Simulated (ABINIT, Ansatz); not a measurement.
Records of electronic-structure calculations.

## How the form of the self-energy moves the gap of CaO (Lime)

It takes space group Fm-3m (No. 225, cubic). Conventional cell: a = 4.813 Å, b = 4.813 Å, c = 4.813 Å, α = 90.00°, β = 90.00°, γ = 90.00°. Ca has 6 O at 2.41 Å nearest. O has 6 Ca at 2.41 Å nearest. Farther neighbours, and contacts between anions beyond the nearest, are not listed.

```xyz
2
Lattice="0.0000 2.4065 2.4065 2.4065 0.0000 2.4065 2.4065 2.4065 0.0000" Properties=species:S:1:pos:R:3 pbc="T T T"
Ca    0.0000    0.0000    0.0000
O     2.4065    2.4065    2.4065
```

```yaml
method: RPA screening on PBE, plane waves, norm-conserving pseudopotentials (and 2 further levels or steps)
program: ABINIT 10.8.3
settings: cutoff 36 Ha, PseudoDojo scalar-relativistic 0.4.1 standard, norm-conserving, ngkpt (6, 6, 6), nband 214, ecuteps 10.4 Ha, inclvkb 2, shiftk (0, 0, 0), symchi 1, awtr 1, frequency ppm, 6×6×6 k-mesh
cost: 5 runs, 3 min in all on 8 MPI ranks of Arm Neoverse V2, shared host
notes: The cell and positions come from the Crystallography Open Database and are kept as given unless a step says otherwise.
g0w0_godby_needs_plasmon_pole: 5.868 eV
g0w0_von_der_linden_horsch_plasmon_pole: 6.033 eV
g0w0_engel_farid_plasmon_pole: 6.027 eV
known_limits: short of the basis limit
```

G0W0, von der Linden-Horsch plasmon pole: +0.165 eV against G0W0, Godby-Needs plasmon pole. G0W0, Engel-Farid plasmon pole: +0.159 eV against G0W0, Godby-Needs plasmon pole.

[Long decimals in the printed logs are rounded to 6 places.]

[Logs are printed without paths, hosts, clocks, repeated set-up lines and the standing remarks that a program may print on its own settings, such as how far it seeks lower states.]

[Paths, hosts, dates, memory and timing lines, banners, echoed tables and standing remarks are left out of the program output; an Ansatz launch command may be rebuilt from the run's recorded settings. Measured values are a selection of at most five: reports struck by readers or far from the other reports are left out. None is set beside runs whose start may be inverted or whose files or cutoffs have a known fault.]

[Runs of the session that timed out or met a known fault of the program may be left out.]

[Hosts, paths, dates, database ids (printed as entryN), source tags and the programs' standing remarks are cut or masked in the printed files.]

[G0W0 gaps are taken among the corrected bands and points alone; a level outside them can change the order at an edge.]

[Where Ansatz stands beside ABINIT at settings called matched, ABINIT's density can come from a denser mesh and the files from another edition; pairs whose starting gaps differed by over 0.03 eV were left out, so agreement reads better than it is.]
